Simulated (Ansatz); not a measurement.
# NaAgCl3 (cubic perovskite) (Pm-3m): how robust is the cRPA U?

Wanted: the sensitivity and cost of U and J for NaAgCl3 (cubic perovskite) (Pm-3m).

Program: Ansatz 0.2.0. Level of theory: constrained RPA on PBE, plane waves, PAW. Results are calculated unless marked as measured.

The structure was built from a prototype and need not be the compound's stable phase.

### 1. The structure

Symmetry: Pm-3m, No. 221, cubic system. The conventional cell has a = 5.078 Å, b = 5.078 Å, c = 5.078 Å, α = 90.00°, β = 90.00°, γ = 90.00°. Nearest to Na lie 12 Cl at 3.59 Å. Ag has 6 Cl at 2.54 Å nearest. Nearest to Cl lie 2 Ag at 2.54 Å. Farther neighbours and most contacts between anions are not listed.

The structure was relaxed with PBE. The structure type comes from a generator and need not be one that this composition takes. The structure was generated from a model, not taken from a measurement. The runs that relaxed it are not among those shown. The program's search for lower electronic states was switched off, so nothing shows that the state found is the lowest. The default PAW set here is soft_2. Its files were made with PBE.

### 2. Base: Ag d + anion p, bands v14 to v1, 4×4×4 mesh, medium accuracy

Constrained RPA screens the interaction with every transition except those inside the target bands, which a later many-body model would treat itself.

input.yaml

```yaml
crystal:
  lattice:
    - [0.0, -5.07840794, 0.0]
    - [0.0, 0.0, 5.07840794]
    - [-5.07840794, 0.0, 0.0]
  atoms:
    - { symbol: Na, position: [0.0, 0.0, 0.0] }
    - { symbol: Ag, position: [0.5, 0.5, 0.5] }
    - { symbol: Cl, position: [0.5, 0.5, 0.0] }
    - { symbol: Cl, position: [0.5, 0.0, 0.5] }
    - { symbol: Cl, position: [0.0, 0.5, 0.5] }
kpoints:
  mp_grid: { grid: [4, 4, 4] }
hamiltonian:
  xc: pbe
scf:
  occupations: { method: gaussian, width: 0.08 }
  n_extra_bands: 19
  max_iter: 150
  lower_state_search: "off"
output:
  crpa:
    kmesh: [4, 4, 4]
    target_bands: [v14, v1]
    projections: [{ species: Ag, l: d, shell: 4 }, { species: Cl, l: p, shell: 3 }]
  local_orbitals:
    kmesh: [8, 8, 8]
    orbitals: [{ species: Ag, l: d, shell: 4 }, { species: Cl, l: p, shell: 3 }]
    window: { bands: [v14, v1] }
    seedname: lo
```

On the command line:

```console
> ansatz run input.yaml --threads 4 --pin off --max-ram 9216MiB --backend cpu --events-out ev --progress --plain --runs-dir out
```

Numbers of over 12 decimals in the logs are rounded to 6 here.

What it wrote:

```text
scf.n_extra_bands = 19 over 25 filled bands (N_el = 49.0): the run solves 44 bands
Engine: ansatz 0.2.0, aarch64-unknown-linux-gnu
Pseudopotentials: kind: paw
Pseudopotential: Na, paw, valence charge 9, recommended cutoff 420 eV (normal), Na.paw.azcp
Pseudopotential: Ag, paw, valence charge 19, recommended cutoff 420 eV (normal), Ag.paw.azcp
Pseudopotential: Cl, paw, valence charge 7, recommended cutoff 420 eV (normal), Cl.paw.azcp
Functional definition: PBE
  parameter kappa = 0.804
  parameter beta = 0.066725
  exchange = pbe_x(kappa = kappa, mu = beta*pi^2/3)
  correlation = pbe_c(beta = beta)
Crystal: 5 atoms, lattice volume = 130.973 Å³
Basis set: ecut = 420 eV, 2553 PW (Γ)
Bands: 44, of which v1, the nominal top of the filled ones, is band 25 counted from 1 (24 counted from 0)
Symmetry: 48 space group operations
Space group: Pm-3m (ITA 221), of the structure as read, at distance tolerance 5.1e-5 Å
k-points: 10 of 64
Non-local potential: Na, projectors of the file, l = 0: 3, l = 1: 2, l = 2: 1
Non-local potential: Ag, projectors of the file, l = 0: 3, l = 1: 2, l = 2: 2, l = 3: 1
Non-local potential: Cl, projectors of the file, l = 0: 2, l = 1: 2, l = 2: 2
PAW form: soft (Blöchl's): semilocal exchange-correlation on the pseudo side does not see the compensation charge
PAW one-centre angular grid: Na, 110 points (default); XC on 64 Gauss nodes
PAW one-centre angular grid: Ag, 590 points (default); XC on 64 Gauss nodes
PAW one-centre angular grid: Cl, 110 points (default); XC on 64 Gauss nodes
Initial density: superposition of atomic densities (neutral atoms: chi_scale 0, normalization atom), corrected by the library's trained network
Initial wavefunctions: pseudopotential atomic-orbital guess
Functional: x = pbe(κ = 0.804, μ = 0.219515), c = pbe(β = 0.066725)
SCF iter   1: F=—  HF=-12319.703301 eV  |F-HF|=—  |Δ(HF+E_count)|=         —  Δρ=1.03e-3  dr2=1.04e-3  ethr=1.77e-3  ⟨swp⟩=6.0  Hψ=1965  notcnv=0  defer=65
preconditioner: auto → LDOS  [insulator: Δε(μ)=0.359 eV  Ē_g=14.860 eV  σ=0.080 eV  W_gap=0.75  n_scr=26 (ndim 8)  ℏωp=18.6 eV  f_vac=0.195  D(μ)=2.11/eV (n_scr^D=6)  ε∞_Penn≈2.6  β→1.0]
SCF iter   2: F=—  HF=-12319.705085 eV  |F-HF|=—  |Δ(HF+E_count)|=   1.78e-3  Δρ=5.07e-4  dr2=3.05e-4  ethr=2.12e-6  ⟨swp⟩=3.2  Hψ=833  notcnv=0  defer=78
SCF iter   3: F=—  HF=-12319.704945 eV  |F-HF|=—  |Δ(HF+E_count)|=   1.40e-4  Δρ=7.20e-5  dr2=5.67e-6  ethr=6.22e-7  ⟨swp⟩=2.2  Hψ=533  notcnv=0  defer=78
SCF iter   4: F=—  HF=-12319.704945 eV  |F-HF|=—  |Δ(HF+E_count)|=   2.99e-7  Δρ=2.89e-5  dr2=8.08e-7  ethr=1.16e-8  ⟨swp⟩=2.0  Hψ=531  notcnv=0  defer=78
iter 5 did not close the SCF: its close was put off for the readings that it lacked (scf_convergence_deferred on its scf_iter line)
[...]
Entropy (-TS):   -0.006751 eV (-1.350 meV/atom)
Fermi energy:    3.190458 eV
--- Per-component energies (eV) ---
  E_band       = -754.255761
  E_kinetic    = 1127.733395
  E_local      = -6169.053106  (includes V_loc(G=0)·N_el)
  E_nonlocal   = 281.884152
  E_hartree    = 2547.641611
  E_xc         = -543.424948
  E_vxc        = -648.639647  (∫ρ·V_xc dr)
  E_paw        = -6142.869860  (= ΣΔE_a)
  E_vpaw       = -441.470031  (= ΣTr[D̂ρ^β])
  E_aug_tail   = 0.000545  (compensation charges beyond the density's cutoff)
  E_ewald      = -3421.609983
  E_smearing   = -0.006751  (= −TS)
  E_closure    = -0.000000  (closes the sum)
  Σ components = -12319.704945   (vs F -12319.704945, Δ=0.00e0)
--- Band table (eV; the first three rows and the last of 10) ---
  k-point 0: bands = [... 21 lower, 1.6136, 1.7907, 1.7907, 1.7907, 6.0984, 6.6488, 10.6240, 10.6240, ... 15 higher]
  k-point 1: bands = [... 21 lower, 1.6853, 1.8158, 1.8158, 1.8500, 7.0781, 7.3308, 10.1481, 11.3044, ... 15 higher]
  k-point 2: bands = [... 21 lower, 1.7307, 1.8625, 1.8625, 2.0191, 8.2570, 8.7768, 9.1563, 11.4756, ... 15 higher]
  k-point 9: bands = [... 21 lower, 2.2820, 2.2820, 4.0927, 4.0927, 7.4123, 9.8246, 9.8246, 9.8246, ... 15 higher]
--- cRPA (band scheme, projected local orbitals): target bands 12..25 (1-based), 14 Wannier function(s), 4×4×4 mesh, 50 bands' worth read of 55 solved, ecut_chi 136.0 eV, v(q+G=0) probe_charge, pair densities all_electron ---
  bands read: the sum over 50 bands ends inside a degenerate multiplet in 19 slots, whose members it reads at an even weight; the widest, k=0: bands 50 to 52 (counted from 1) at 1/3 each
  χ-basis size per q: N_G = 460..482
  window electrons = 27.0000, filled by tetrahedron_uncorrected; constrained ε̄⁻¹(q = 0, 0) head = 0.382810; min gauge Gram eig = 0.7187
  Kanamori averages over each shell's own Wannier functions (sites counted from 0, functions from 1):
  Each shell's averages of U are screened by what lies outside the whole window alone: parameters of one model of all the shells.
    Site 1, 4D, 5 of 5 d orbitals (Wannier functions 1, 2, 3, 4, 5; wannier90's mr 1, 2, 3, 4, 5):
      screened: U = 7.5856 eV, U' = 6.4464 eV, J = 0.5684 eV
      screened, to within: U = 7.7e-3 eV, U' = 7.7e-3 eV, J = 8.0e-4 eV
      bare: V = 19.0563 eV, V' = 17.5900 eV, J = 0.7307 eV
    Site 2, 3P, 3 of 3 p orbitals (Wannier functions 6, 7, 8; wannier90's mr 1, 2, 3):
      screened: U = 6.0531 eV, U' = 5.0323 eV, J = 0.4943 eV
      screened, to within: U = 6.2e-3 eV, U' = 6.1e-3 eV, J = 6.2e-4 eV
      bare: V = 13.5723 eV, V' = 12.0839 eV, J = 0.7206 eV
    Site 3, 3P, 3 of 3 p orbitals (Wannier functions 9, 10, 11; wannier90's mr 1, 2, 3):
      screened: U = 6.0531 eV, U' = 5.0323 eV, J = 0.4943 eV
      screened, to within: U = 6.2e-3 eV, U' = 6.1e-3 eV, J = 6.2e-4 eV
      bare: V = 13.5723 eV, V' = 12.0839 eV, J = 0.7206 eV
    Site 4, 3P, 3 of 3 p orbitals (Wannier functions 12, 13, 14; wannier90's mr 1, 2, 3):
      screened: U = 6.0531 eV, U' = 5.0323 eV, J = 0.4943 eV
      screened, to within: U = 6.2e-3 eV, U' = 6.1e-3 eV, J = 6.2e-4 eV
      bare: V = 13.5723 eV, V' = 12.0839 eV, J = 0.7206 eV
  Hermiticity witness max|P − P†| over intra, direct and exchange elements: 1.07e-14 eV (screened), 8.88e-16 eV (bare)
  Reality witness max|Im| over intra, direct and exchange elements: 6.04e-9 eV (screened), 4.68e-12 eV (bare)
[key lines of the parts left out:]
SCF converged after 6 iterations
Free energy (F): -12319.704945 eV
```

Run time: 7.7 min. Hardware: 4 threads of Arm Neoverse V2, shared host; peak memory 0.99 GiB.

In the SCF lines HF is the Harris–Foulkes energy and dr2 the Hartree energy of the density residual, in eV; the loop may stop once dr2 is under the threshold and the program's other checks hold. Hψ counts applications of the Hamiltonian.

This step gave:

```yaml
u: 7.586 eV
u_prime_inter_orbital: 6.446 eV
j: 0.5684 eV
bare_v: 19.06 eV
bare_j: 0.7307 eV
stated_bound_on_u: 0.007673 eV
u_over_bare_v: 0.3981
electrons_in_the_window: 27
head_of_the_constrained_inverse_dielectric_matrix: 0.3828
least_eigenvalue_of_the_projection_s_overlap: 0.7187
target_functions: 14
bands_in_the_sums: 50
r_m_s_miss_of_the_model_bands: 3.69e-5 eV
width_of_the_target_bands: 6.305 eV
weight_of_the_projected_orbitals_in_the_window: 0.9712
```

On the Ag d shell, screening brings the on-site interaction from 19.1 eV down to U = 7.59 eV.

### 3. Changed: 2×2×2 mesh

input.yaml, the sections that differ from step 2:

```yaml
output:
  crpa:
    kmesh: [2, 2, 2]
    target_bands: [v14, v1]
    projections: [{ species: Ag, l: d, shell: 4 }, { species: Cl, l: p, shell: 3 }]
# crystal, kpoints, hamiltonian, scf: as in step 2
```

What it wrote:

```text
[...]
Crystal: 5 atoms, lattice volume = 130.973 Å³
Basis set: ecut = 420 eV, 2553 PW (Γ)
Bands: 44, of which v1, the nominal top of the filled ones, is band 25 counted from 1 (24 counted from 0)
[... 1 set-up line as in the run before ...]
[...]
k-points: 10 of 64
[...]
SCF iter   1: F=—  HF=-12319.703301 eV  |F-HF|=—  |Δ(HF+E_count)|=         —  Δρ=1.03e-3  dr2=1.04e-3  ethr=1.77e-3  ⟨swp⟩=6.0  Hψ=1965  notcnv=0  defer=65
[...]
SCF iter   6: F=-12319.704945 eV  HF=-12319.704945 eV  |F-HF|=3.67e-9  |Δ(HF+E_count)|=   1.08e-8  Δρ=1.65e-6  dr2=4.48e-9  ethr=7.58e-11  ⟨swp⟩=9.8  Hψ=2379  notcnv=0
SCF 1 converged in 6 iterations: F = -12319.704945 eV  dr2 = 4.48e-9
[...]
NSCF: frozen V_eff on 4 k-points
[...]
cRPA screening: q 1/8
cRPA screening: q 2/8
cRPA screening: q 5/8 (q-point 4)
cRPA screening: q 8/8
SCF converged after 6 iterations
Free energy (F): -12319.704945 eV
[...]
χ-basis size per q: N_G = 461..482
[...]
screened: U = 7.6389 eV, U' = 6.4993 eV, J = 0.5685 eV
      screened, to within: U = 8.2e-3 eV, U' = 8.2e-3 eV, J = 8.4e-4 eV
      bare: V = 19.0921 eV, V' = 17.6258 eV, J = 0.7307 eV
    Site 2, 3P, 3 of 3 p orbitals (Wannier functions 6, 7, 8; wannier90's mr 1, 2, 3):
      screened: U = 6.0945 eV, U' = 5.0699 eV, J = 0.4954 eV
      screened, to within: U = 6.7e-3 eV, U' = 6.7e-3 eV, J = 6.7e-4 eV
      bare: V = 13.6621 eV, V' = 12.1700 eV, J = 0.7214 eV
    Site 3, 3P, 3 of 3 p orbitals (Wannier functions 9, 10, 11; wannier90's mr 1, 2, 3):
      screened: U = 6.0945 eV, U' = 5.0699 eV, J = 0.4954 eV
      screened, to within: U = 6.7e-3 eV, U' = 6.7e-3 eV, J = 6.7e-4 eV
      bare: V = 13.6621 eV, V' = 12.1700 eV, J = 0.7214 eV
    Site 4, 3P, 3 of 3 p orbitals (Wannier functions 12, 13, 14; wannier90's mr 1, 2, 3):
      screened: U = 6.0945 eV, U' = 5.0699 eV, J = 0.4954 eV
      screened, to within: U = 6.7e-3 eV, U' = 6.7e-3 eV, J = 6.7e-4 eV
      bare: V = 13.6621 eV, V' = 12.1700 eV, J = 0.7214 eV
[...]
[key lines of the parts left out:]
Fermi energy:    3.190458 eV
```

The job ended after 32 s (4 threads; peak memory 0.84 GiB; 2 min of CPU time).

Numbers from this step:

```yaml
u: 7.639 eV
u_prime_inter_orbital: 6.499 eV
j: 0.5685 eV
bare_v: 19.09 eV
bare_j: 0.7307 eV
stated_bound_on_u: 0.008158 eV
u_over_bare_v: 0.4001
electrons_in_the_window: 27.00
head_of_the_constrained_inverse_dielectric_matrix: 0.3748
least_eigenvalue_of_the_projection_s_overlap: 0.7187
target_functions: 14
bands_in_the_sums: 50
width_of_the_target_bands: 6.305 eV
weight_of_the_projected_orbitals_in_the_window: 0.9712
```

On the Ag d shell, screening brings the on-site interaction from 19.1 eV down to U = 7.64 eV.

### 4. Changed: smooth pair densities

Edit input.yaml of step 3 so:

```diff
@@ -22,4 +22,5 @@
   crpa:
-    kmesh: [2, 2, 2]
+    kmesh: [4, 4, 4]
     target_bands: [v14, v1]
     projections: [{ species: Ag, l: d, shell: 4 }, { species: Cl, l: p, shell: 3 }]
+    pair_densities: pseudo
```

What it wrote:

```text
[...]
Crystal: 5 atoms, lattice volume = 130.973 Å³
Basis set: ecut = 420 eV, 2553 PW (Γ)
Bands: 44, of which v1, the nominal top of the filled ones, is band 25 counted from 1 (24 counted from 0)
[... 1 set-up line as in the run before ...]
[...]
k-points: 10 of 64
[...]
screened, sum over states alone: U = 6.5455 eV, U' = 5.2702 eV, J = 0.6144 eV
      bare: V = 13.5723 eV, V' = 12.0839 eV, J = 0.7206 eV
    Site 4, 3P, 3 of 3 p orbitals (Wannier functions 12, 13, 14; wannier90's mr 1, 2, 3):
      screened: U = 6.0636 eV, U' = 5.0343 eV, J = 0.4984 eV
      screened, to within: U = 1.7e-3 eV, U' = 1.7e-3 eV, J = 1.3e-4 eV
      screened, sum over states alone: U = 6.5455 eV, U' = 5.2702 eV, J = 0.6144 eV
      bare: V = 13.5723 eV, V' = 12.0839 eV, J = 0.7206 eV
[...]
[key lines of the parts left out:]
SCF converged after 6 iterations
Free energy (F): -12319.704945 eV
Fermi energy:    3.190458 eV
```

Run time: 6.9 min. Hardware: 4 threads; peak memory 0.89 GiB; 27 min of CPU time.

Numbers from this step:

```
U                                                 : 7.646 eV
U prime (inter-orbital)                           : 6.437 eV
J                                                 : 0.6037 eV
bare V                                            : 19.06 eV
bare J                                            : 0.7307 eV
stated bound on U                                 : 0.002900 eV
U over bare V                                     : 0.4012
electrons in the window                           : 27
head of the constrained inverse dielectric matrix : 0.3833
least eigenvalue of the projection's overlap      : 0.7187
target functions                                  : 14
bands in the sums                                 : 50
width of the target bands                         : 6.305 eV
weight of the projected orbitals in the window    : 0.9712
```

On the Ag d shell, screening brings the on-site interaction from 19.1 eV down to U = 7.65 eV.

### 5. Changed: sums over states on smooth products

Edit input.yaml of step 4 so:

```diff
@@ -25,2 +25,5 @@
     projections: [{ species: Ag, l: d, shell: 4 }, { species: Cl, l: p, shell: 3 }]
+    accuracy: sum_over_states
     pair_densities: pseudo
+    n_empty_bands: 50
+    ecut_chi: 136
```

What it wrote:

```text
[...]
Crystal: 5 atoms, lattice volume = 130.973 Å³
Basis set: ecut = 420 eV, 2553 PW (Γ)
Bands: 44, of which v1, the nominal top of the filled ones, is band 25 counted from 1 (24 counted from 0)
[... 1 set-up line as in the run before ...]
[...]
k-points: 10 of 64
[...]
screened: U = 6.2932 eV, U' = 5.1073 eV, J = 0.5755 eV
      bare: V = 13.5723 eV, V' = 12.0839 eV, J = 0.7206 eV
    Site 3, 3P, 3 of 3 p orbitals (Wannier functions 9, 10, 11; wannier90's mr 1, 2, 3):
      screened: U = 6.2932 eV, U' = 5.1073 eV, J = 0.5755 eV
      bare: V = 13.5723 eV, V' = 12.0839 eV, J = 0.7206 eV
    Site 4, 3P, 3 of 3 p orbitals (Wannier functions 12, 13, 14; wannier90's mr 1, 2, 3):
      screened: U = 6.2932 eV, U' = 5.1073 eV, J = 0.5755 eV
      bare: V = 13.5723 eV, V' = 12.0839 eV, J = 0.7206 eV
[...]
[key lines of the parts left out:]
SCF converged after 6 iterations
Free energy (F): -12319.704945 eV
Fermi energy:    3.190458 eV
```

The job ended after 17 s (4 threads; peak memory 0.74 GiB).

This variant gives U = 8.27 eV against 7.59 eV. It is a finite sum over empty states with no bound on its error and stays out of the table below.

### 6. Changed: a hybrid parent, which the program doesn't serve

This step: constrained RPA on HSE06, plane waves, PAW.

Edit input.yaml of step 5 so:

```diff
@@ -14,3 +14,3 @@
 hamiltonian:
-  xc: pbe
+  xc: hse06
 scf:
@@ -25,5 +25 @@
     projections: [{ species: Ag, l: d, shell: 4 }, { species: Cl, l: p, shell: 3 }]
-    accuracy: sum_over_states
-    pair_densities: pseudo
-    n_empty_bands: 50
-    ecut_chi: 136
```

What it wrote:

```text
Error: output.crpa with hamiltonian.xc: <hybrid> — the cRPA pass is not lent the exchange term, and with exact exchange the velocity is complete only between two filled bands or a filled and an empty one, where its q→0 head needs it between a partly filled band and a filled or an empty one too; use an LDA or GGA functional, or a τ-reading meta-GGA without exact exchange such as r2scan
```

Run time: 0.02 s. Hardware: 4 threads; peak memory 0.031 GiB.

The program refused the input before any cycle.

The program's message: “Error: output.crpa with hamiltonian.xc: <hybrid> — the cRPA pass is not lent the exchange term, and with exact exchange the velocity is complete only between two filled bands or a filled and an empty …”

The fault put into this input: a hybrid parent, which the program doesn't serve.

### 7. Changed: volume +3 %

This step: constrained RPA on PBE, plane waves, PAW.

The cell differs from the one that the last finished run ended in (a 5.078 → 5.129 Å, b 5.078 → 5.129 Å, c 5.078 → 5.129 Å).

Edit input.yaml of step 6 so:

```diff
@@ -2,5 +2,5 @@
   lattice:
-    - [0.0, -5.07840794, 0.0]
-    - [0.0, 0.0, 5.07840794]
-    - [-5.07840794, 0.0, 0.0]
+    - [0.0, -5.128692477, 0.0]
+    - [0.0, 0.0, 5.128692477]
+    - [-5.128692477, 0.0, 0.0]
   atoms:
@@ -14,3 +14,3 @@
 hamiltonian:
-  xc: hse06
+  xc: pbe
 scf:
@@ -25 +25,6 @@
     projections: [{ species: Ag, l: d, shell: 4 }, { species: Cl, l: p, shell: 3 }]
+  local_orbitals:
+    kmesh: [8, 8, 8]
+    orbitals: [{ species: Ag, l: d, shell: 4 }, { species: Cl, l: p, shell: 3 }]
+    window: { bands: [v14, v1] }
+    seedname: lo
```

What it wrote:

```text
[...]
Crystal: 5 atoms, lattice volume = 134.902 Å³
Basis set: ecut = 420 eV, 2601 PW (Γ)
Bands: 44, of which v1, the nominal top of the filled ones, is band 25 counted from 1 (24 counted from 0)
[... 1 set-up line as in the run before ...]
[...]
k-points: 10 of 64
[...]
screened: U = 6.0777 eV, U' = 5.0572 eV, J = 0.4937 eV
      screened, to within: U = 6.2e-3 eV, U' = 6.2e-3 eV, J = 6.2e-4 eV
      bare: V = 13.5587 eV, V' = 12.0718 eV, J = 0.7194 eV
    Site 4, 3P, 3 of 3 p orbitals (Wannier functions 12, 13, 14; wannier90's mr 1, 2, 3):
      screened: U = 6.0777 eV, U' = 5.0572 eV, J = 0.4937 eV
      screened, to within: U = 6.2e-3 eV, U' = 6.2e-3 eV, J = 6.2e-4 eV
      bare: V = 13.5587 eV, V' = 12.0718 eV, J = 0.7194 eV
[...]
[key lines of the parts left out:]
SCF converged after 6 iterations
Free energy (F): -12319.693312 eV
Fermi energy:    2.840414 eV
```

The job ended after 6.9 min (4 threads; peak memory 1 GiB; 27 min of CPU time).

This step gave:

```yaml
u: 7.639 eV
u_prime_inter_orbital: 6.498 eV
j: 0.5693 eV
bare_v: 19.07 eV
bare_j: 0.7316 eV
stated_bound_on_u: 0.007763 eV
u_over_bare_v: 0.4005
electrons_in_the_window: 27.00
head_of_the_constrained_inverse_dielectric_matrix: 0.3872
least_eigenvalue_of_the_projection_s_overlap: 0.7191
target_functions: 14
bands_in_the_sums: 50
r_m_s_miss_of_the_model_bands: 3.89e-5 eV
width_of_the_target_bands: 6.032 eV
weight_of_the_projected_orbitals_in_the_window: 0.9717
```

On the Ag d shell, screening brings the on-site interaction from 19.1 eV down to U = 7.64 eV.

### 8. Side by side

Times are wall times on 4 threads of Arm Neoverse V2, shared host, good to a factor of about two.

```csv
run,bare V (eV),U (eV),J (eV),bound on U (eV),width (eV),time
target window,19.06,7.586,0.568,0.0077,6.31,7.7 min
2×2×2 mesh,19.09,7.639,0.569,0.0082,6.31,32 s
smooth pair densities,19.06,7.646,0.604,0.0029,6.31,6.9 min
volume +3 %,19.07,7.639,0.569,0.0078,6.03,6.9 min
```

### 9. Summary of results

| Quantity | Value |
| --- | --- |
| target window | U 7.59 eV, J 0.57 eV |
| 2×2×2 mesh | U 7.64 eV, J 0.57 eV |
| smooth pair densities | U 7.65 eV, J 0.60 eV |
| volume +3 % | U 7.64 eV, J 0.57 eV |

**Reading.** 2×2×2 mesh moves U by +0.05 eV at 0.069 times the time. Smooth pair densities moves U by +0.06 eV. Volume +3 % moves U by +0.05 eV. The printed bound covers the solver alone, not the mesh, and no denser mesh than the base was run. The parent state is non-magnetic and the interaction static (zero frequency); U depends on the window and the orbitals, so it belongs to this model alone. A window that holds the anion p bands defines a model with explicit ligands; its U belongs to that model and is not the U of DFT+U.

[Paths, hosts, dates, memory and timing lines, banners, echoed tables and standing remarks are left out of the program output.]

[Logs are printed without paths, hosts, clocks, repeated set-up lines and the standing remarks that a program may print on its own settings, such as how far it seeks lower states.]

[Runs of the session that timed out or met a known fault of the program may be left out.]

[Hosts, paths, dates, database ids (printed as entryN), source tags and the programs' standing remarks are cut or masked in the printed files.]
